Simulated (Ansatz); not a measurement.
## BeNi (Pm-3m): from the cell to its phonons

Aim: the vibrations of BeNi (Pm-3m), their spectra, and whether the structure is stable.

Program: Ansatz 0.2.0. Level of theory: DFT PBEsol, scalar-relativistic, plane waves, PAW. Results are calculated unless marked as measured.

Most raw output is cut from this account.

## Step 1: Starting point

Symmetry: Pm-3m, No. 221, cubic system. The conventional cell has a = 2.587 Å, b = 2.587 Å, c = 2.587 Å, α = 90.00°, β = 90.00°, γ = 90.00°. Nearest to Be lie 8 Ni at 2.24 Å. Nearest to Ni lie 8 Be at 2.24 Å. Farther neighbours are not listed.

## Step 2: Relaxation

Harmonic phonons are second derivatives at a point where the forces vanish, and they are wanted at zero stress, so atoms and cell are relaxed first.

input.yaml

```yaml
crystal:
  lattice:
    - [2.58699959, 0.0, 0.0]
    - [0.0, 2.58699959, 0.0]
    - [0.0, 0.0, 2.58699959]
  atoms:
    - { symbol: Be, position: [0.0, 0.0, 0.0] }
    - { symbol: Ni, position: [0.5, 0.5, 0.5] }
kpoints:
  mp_grid: { grid: [14, 14, 14] }
hamiltonian:
  xc: pbesol
scf:
  occupations: { method: gaussian, width: 0.1 }
output:
  forces: true
  stress: true
  eigenvalues: true
relax:
  adjacent_minimum: "off"
  f_tol: 0.005
  max_steps: 80
  cell: { stress_tol: 0.05 }
```

On the command line:

```bash
> ansatz run input.yaml --threads 4 --pin off --max-ram 7168MiB --backend cpu --events-out ev --progress --plain --runs-dir out
```

The job ended after 2.2 s (4 threads of Arm Neoverse V2, shared host; peak memory 0.32 GiB; 7.4 s of CPU time).

This run has no spin polarisation, although Ni can carry a moment.

The steps of the relaxation:

```csv
step,energy less that of the first step (eV),largest force component (eV/Å),pressure (GPa),volume (Å³)
1,0.0000,0.0000,-0.88,17.31
2,-0.0002,0.0000,-0.47,17.28
3,-0.0002,0.0000,0.00,17.24
4*,-0.0002,0.0000,0.00,17.24
```

Relaxation steps marked * repeat the geometry before them on a plane-wave basis chosen anew for their cell, so energy and pressure can jump there.

Forces are held to the 48 operations that the run works with; a distortion that breaks them can't arise in this run.

```csv
"conventional cell, symmetrised",before,after,change
a (Å),2.587,2.583,-0.2 %
b (Å),2.587,2.583,-0.2 %
c (Å),2.587,2.583,-0.2 %
volume (Å³/atom),8.66,8.62,-0.5 %
```

Final coordinates:

```
Be Ni
1.0
     2.58311    0.00000    0.00000
     0.00000    2.58311    0.00000
     0.00000    0.00000    2.58311
Be Ni
1 1
Direct
  0.00000 0.00000 0.00000
  0.50000 0.50000 0.50000
```

Numbers from this step:

```
pressure          : 0.003509 GPa
volume per atom   : 8.618 Å³
gap on the k-mesh : 0 eV
```

In this step the volume went from 8.66 to 8.62 Å³/atom.

## Step 3: Tight relaxation

Phonons need a cell at rest on their own settings, so the relaxation is repeated with tight tolerances on forces and stress, using the mesh and the filling of the phonon run that follows.

input.yaml

```yaml
crystal:
  lattice:
    - [2.5831122743, 0.0, 0.0]
    - [0.0, 2.5831122743, 0.0]
    - [0.0, 0.0, 2.5831122743]
  atoms:
    - { symbol: Be, position: [0.0, 0.0, 0.0] }
    - { symbol: Ni, position: [0.5, 0.5, 0.5] }
kpoints:
  mp_grid: { grid: [16, 16, 16] }
hamiltonian:
  xc: pbesol
scf:
  occupations: { method: methfessel_paxton, width: 0.15 }
output:
  forces: true
  stress: true
  eigenvalues: true
  write_density: true
  write_potential: true
  elf: true
  volumetric_format: npy
relax:
  adjacent_minimum: "off"
  f_tol: 0.001
  max_steps: 60
  cell: { stress_tol: 0.01 }
```

Wall time 1.6 s (4 threads); peak memory 0.34 GiB.

Little changed from the start: no atom moved by 0.005 Å and no cell edge by 0.1 %.

This step gave:

```yaml
pressure: -0.002295 GPa
```

Electrostatic potential energy in the ac plane at fractional y = 0.000, with atoms of Be within 0.2 Å of it. With pseudopotentials it is smooth inside the atoms' cores, unlike the true potential.

Values in eV, 13 rows by 13 columns:
```
-29 -29 -18  -2  10  14  16  16  14  10  -2 -18 -29
-22 -18  -8   4  12  15  16  16  15  12   4  -8 -18
 -5  -2   4  10  13  15  16  16  15  13  10   4  -2
  9  10  12  13  15  15  16  16  15  15  13  12  10
 14  14  15  15  15  15  15  15  15  15  15  15  14
 16  16  16  16  16  15  15  15  15  16  16  16  16
 16  16  16  16  16  15  15  15  15  16  16  16  16
 14  14  15  15  15  15  15  15  15  15  15  15  14
  9  10  12  13  15  15  16  16  15  15  13  12  10
 -5  -2   4  10  13  15  16  16  15  13  10   4  -2
-22 -18  -8   4  12  15  16  16  15  12   4  -8 -18
-29 -29 -18  -2  10  14  16  16  14  10  -2 -18 -29
-29 -29 -22  -5   9  14  16  16  14   9  -5 -22 -29
```
Columns run along a (2.6 Å; values clipped at the 3rd and 97th percentile), rows up along c (2.6 Å). Atoms in or near the plane, at fractional coordinates: Be at (0.00, 0.00).

Valence density in the ac plane at fractional y = 0.000, with atoms of Be within 0.2 Å of it. It is the smooth field of the valence electrons, not physical close to the nuclei.

Ten even steps from '0' (0.05 e/Å³) to '9' (0.34 e/Å³):
```
1256776677652
4567777777765
6677777777776
7777888888777
6777889988777
6677899998776
6677899998776
6777889988777
7777888888777
6677777777776
4567777777765
1256776677652
0146766667641
```
Columns run along a (2.6 Å), rows up along c (2.6 Å). Atoms in or near the plane, at fractional coordinates: Be at (0.00, 0.00).

ELF in the ac plane at fractional y = 0.000, with atoms of Be within 0.2 Å of it. It is the smooth field of the valence electrons, not physical close to the nuclei.

Ten even steps from '0' (0.00) to '9' (0.48):
```
0015899998510
0137999999731
4579998899975
8899987789998
9999877778999
9998776677899
9998776677899
9999877778999
8899987789998
4579998899975
0137999999731
0015899998510
0004899998400
```
Columns run along a (2.6 Å), rows up along c (2.6 Å). Atoms in or near the plane, at fractional coordinates: Be at (0.00, 0.00).

The forces vanish by symmetry and the pressure is -0.002 GPa, within the tolerances set. The cell now holds 8.62 Å³/atom.

## Step 4: Linear response at the zone centre

The zone centre comes first: it holds the modes that light can see, as far as symmetry allows. No field response is asked, since the mesh shows no gap.

input.yaml, the sections that differ from step 3:

```yaml
output:
  eigenvalues: true
phonons:
  method: dfpt
# crystal, kpoints, hamiltonian, scf: as in step 3
# relax: removed
```

The job ended after 6.8 s (4 threads; peak memory 0.58 GiB; 24 s of CPU time).

Numbers from this step:

```yaml
sum_rule_residual_before_enforcement: 2.43e-5 eV/Å²
point_group: m-3m
highest_optical_mode_at_the_zone_centre_no_lo_to_term: 499.0 cm⁻¹
lowest_optical_zone_centre_mode: 499.0 cm⁻¹
```

Patterns of degenerate modes are one choice out of their space. The modes at Γ (shares of kinetic energy by element, %):

```csv
mode,frequency (cm⁻¹),symmetry,Be %,Ni %
1,0.0,acoustic,13,87
2,0.0,acoustic,13,87
3,0.0,acoustic,13,87
4,499.0,T1u,87,13
5,499.0,T1u,87,13
6,499.0,T1u,87,13
```

Displacements in mode 6 (499.0 cm⁻¹), the largest set to 1:
```
Be1  0.00  1.00  0.00
Ni2  0.00 -0.15  0.00
```

Before it was imposed, the acoustic sum rule was missed by 2.4e-5 eV/Å². Small misses are needed for a sound result but don't prove that mesh and cutoff are converged. The lowest optical mode is real, 499 cm⁻¹.

## Step 5: The dispersion

Stability and thermal properties need the whole zone. Linear response on a 4×4×4 q mesh gives force constants as far as a supercell of that size would.

Edit input.yaml of step 4 so:

```diff
@@ -18 +18,8 @@
   method: dfpt
+  qmesh: [4, 4, 4]
+  temperatures: { t_max: 1000, t_step: 50 }
+  qpath:
+    path:
+      - [[0.0, 0.0, 0.0], [0.0, 0.5, 0.0], [0.5, 0.5, 0.0], [0.0, 0.0, 0.0], [0.5, 0.5, 0.5], [0.0, 0.5, 0.0]]
+      - [[0.5, 0.5, 0.5], [0.5, 0.5, 0.0]]
+    npoints: 10
```

Elapsed: 3.3 min, on 4 threads; peak memory 1.7 GiB.

Numbers from this step:

```yaml
sum_rule_residual_before_enforcement: 2.79e-5 eV/Å²
lowest_frequency_on_the_path: 0 cm⁻¹
highest_frequency_on_the_path_or_at_a_solved_wavevector: 526.6 cm⁻¹
mean_frequency: 351 cm⁻¹
debye_temperature_second_moment: 711 K
logarithmic_mean_frequency: 313.5 cm⁻¹
lowest_mode_on_the_q_mesh_acoustic_modes_at_gamma_apart: 139.1 cm⁻¹
zero_point_energy_per_atom: 65.27 meV
heat_capacity_at_300_k: 19.39 J/(mol atoms K)
vibrational_entropy_at_300_k: 17.89 J/(mol atoms K)
edges_of_the_widest_gap_between_branches_on_path_and_mesh: 273.7, 480.8 cm⁻¹
```

Frequencies (cm⁻¹) solved at each irreducible wavevector; negative means imaginary. Frequencies by wavevector, by row:

```csv
q in reciprocal lattice units,star,mode 1,mode 2,mode 3,mode 4,mode 5,mode 6
0 0 0,1,0,0,0,499,499,499
0 0 0.25,6,139.1,139.1,196.2,502,502,502.3
0 0 -0.5,3,197,197,273.7,506.4,506.4,526.6
0 0.25 0.25,12,139.8,172.7,233.9,494.9,499.7,513.3
0 0.25 -0.5,12,188.3,203.2,229.7,495.1,503.1,503.3
0 -0.5 -0.5,3,179.3,179.3,211,480.8,499.6,499.6
0.25 0.25 0.25,8,192.8,192.8,233.1,499.1,499.1,504
0.25 0.25 -0.5,12,203.2,224.9,230.4,494.8,503.8,504.5
0.25 -0.5 -0.5,6,229.2,231.3,231.3,498.4,503.4,503.4
-0.5 -0.5 -0.5,1,251.6,251.6,251.6,507.1,507.1,507.1
```

Interpolated from a 4×4×4 q mesh. Phonon branches along the path, in cm⁻¹:

```csv
point,branch 1,branch 2,branch 3,branch 4,branch 5,branch 6
Γ,0,0,0,499,499,499
halfway,139,139,196,502,502,502
X,197,197,274,506,506,527
halfway,188,203,230,495,503,503
M,179,179,211,481,500,500
halfway,140,173,234,495,500,513
Γ,0,0,0,499,499,499
halfway,193,193,233,499,499,504
R,252,252,252,507,507,507
halfway,203,225,230,495,504,504
X,197,197,274,506,506,527
jump to R,252,252,252,507,507,507
halfway,229,231,231,498,503,503
M,179,179,211,481,500,500
```

Tetrahedra on a 24×24×24 mesh, mean over bins of 5 cm-1. Interpolated from a 4×4×4 q mesh. Table of phonon density of states by wavenumber; read off at these points:

```csv
wavenumber (cm⁻¹),phonon density of states (1/cm⁻¹/cell)
2,0
18,2.0e-5
32,1.6e-4
48,3.7e-4
58,5.6e-4
72,9.6e-4
88,0.00147
102,0.00223
118,0.00329
132,0.00483
142,0.00636
158,0.01
172,0.0168
188,0.0327
202,0.0335
218,0.0268
228,0.0354
232,0.0527
242,0.0233
258,0.00373
272,4.7e-4
288,0
302,0
312,0
328,0
342,0
358,0
372,0
388,0
398,0
412,0
428,0
442,0
458,0
472,0
482,0.0035
498,0.180
502,0.212
512,0.0426
528,1.7e-4
```

The partial phonon density of states has structure finer than the step of the table below, so its rows give means over 20 cm⁻¹, whole bins alone (the curve runs from -10 to 552 cm⁻¹). Peaks (cm⁻¹: height): Be 502.5: 0.160; Ni 195.0: 0.0323, 233.9: 0.0422, 499.0: 0.0133.

Phonopy on the run's constants, 21x21x21 mesh, Gaussian sigma 4.0 cm-1. Interpolated from a 4×4×4 q mesh. The partial phonon density of states by wavenumber; means over each step; values in 1/cm⁻¹/cell:

```csv
wavenumber (cm⁻¹),Be,Ni
0,0,1.4e-5
20,6.1e-6,5.1e-5
40,3.5e-5,2.3e-4
60,9.1e-5,6.4e-4
80,1.5e-4,0.00111
100,2.4e-4,0.00187
120,3.8e-4,0.00312
140,6.2e-4,0.00550
160,0.00107,0.0102
180,0.00200,0.0223
200,0.00164,0.0316
220,0.00162,0.0300
240,0.00125,0.0294
260,1.2e-4,0.00443
280,3.0e-6,2.7e-4
300,0,0
320,0,0
340,0,0
360,0,0
380,0,0
400,0,0
420,0,0
440,0,0
460,1.4e-6,0
480,0.00804,4.1e-4
500,0.115,0.00838
520,0.0182,4.4e-4
540,5.5e-5,2.0e-7
```

Second derivatives of the energy by pair, one row for each kind of neighbour of each atom listed. Each entry sums the pair over the periodic images of the supercell that the q mesh stands for, and in a polar crystal it holds the long-range dipole part too. Force constants by pair, by row:

```csv
atom,neighbour,distance (Å),third of the trace (eV/Å²),along the pair's line (eV/Å²)
Be1,itself,0,7.906,–
Be1,Ni,2.237,-0.8432,-2.595
Be1,Be,2.583,-0.0049,0.0312
Be1,Be,3.653,-0.0013,-0.0711
Be1,Ni,4.284,-0.0183,-0.0377
Be1,Be,4.474,-0.0957,-0.2645
Be1,Be,5.166,-0.0049,0.0081
Be1,Ni,5.63,0.0029,0.0109
Be1,Be,5.776,0.0038,0.0065
Ni2,itself,0,11.79,–
Ni2,Be,2.237,-0.8432,-2.595
Ni2,Ni,2.583,-0.619,-1.839
Ni2,Ni,3.653,-0.1048,-0.2642
Ni2,Be,4.284,-0.0183,-0.0377
Ni2,Ni,4.474,0.0334,0.0965
Ni2,Ni,5.166,0.0163,0.1692
Ni2,Be,5.63,0.0029,0.0109
Ni2,Ni,5.776,0.0121,-0.0086
```

Harmonic thermodynamic functions per atom, from the density of states. Interpolated from a 4×4×4 q mesh. Thermodynamic functions, by row:

```csv
T (K),F_vib (meV/atom),S (J/mol-atom/K),C_V (J/mol-atom/K)
0,65.27,0,0
50,65.22,0.461,1.619
100,64.34,3.249,7.024
200,57.07,10.84,15.13
300,42.09,17.89,19.39
400,20.4,23.79,21.5
500,-6.88,28.72,22.64
600,-38.88,32.91,23.3
700,-74.91,36.53,23.71
800,-114.5,39.72,23.99
900,-157.1,42.56,24.18
1000,-202.6,45.11,24.33
```

Harmonic mean-square displacement, third of the trace. Interpolated from a 4×4×4 q mesh. Mean square displacements, by row:

```csv
T (K),Be1 U_eq (Å²),Ni2 U_eq (Å²)
0,0.00417,0.00145
100,0.00438,0.00175
300,0.00617,0.00368
600,0.01031,0.00703
```

Symmetry leaves 10 wavevectors to solve. The lowest mode among them, the acoustic zeros apart, lies at q = (0, 0, 0.25) and is real, 139 cm⁻¹.

## Step 6: Results

```
space group after relaxation (within 0.01 Å)            : Pm-3m
volume per atom                                         : 8.62 Å³
electronic character                                    : no gap on this mesh
highest optical mode at the zone centre (no LO-TO term) : 499 cm⁻¹
lowest optical zone-centre mode                         : 499 cm⁻¹
lowest mode on the q mesh (acoustic modes at Γ apart)   : 139 cm⁻¹
highest frequency on the path or at a solved wavevector : 527 cm⁻¹
zero-point energy per atom                              : 65.3 meV
heat capacity at 300 K                                  : 19.4 J/(mol atoms K)
vibrational entropy at 300 K                            : 17.9 J/(mol atoms K)
Debye temperature (second moment)                       : 711 K
imaginary modes on the 4×4×4 q mesh                     : none
```

In words: The structure is a minimum as far as tested: no mode is imaginary at the 10 irreducible wavevectors of the 4×4×4 mesh, and the softest away from the acoustic zeros lies at 139 cm⁻¹. The optical modes at Γ form one degenerate level at 499 cm⁻¹. The highest mode in this list at Γ, 499.0 cm⁻¹, is mostly motion of Be (87 % of the kinetic energy). On the path and the mesh, the widest gap between branches runs from 274 to 481 cm⁻¹. With no gap, or one that is small against the smearing, the frequencies hang on the k mesh and the smearing, most of all near Kohn anomalies. The phonon runs are without spin polarisation, although Ni often carries a moment. These are harmonic frequencies at zero temperature: anharmonic shifts, linewidths and thermal expansion are left out.

[Logs are printed without paths, hosts, clocks, repeated set-up lines and the standing remarks that a program may print on its own settings, such as how far it seeks lower states.]

[Hosts, paths, dates, database ids (printed as entryN), source tags and the programs' standing remarks are cut or masked in the printed files.]
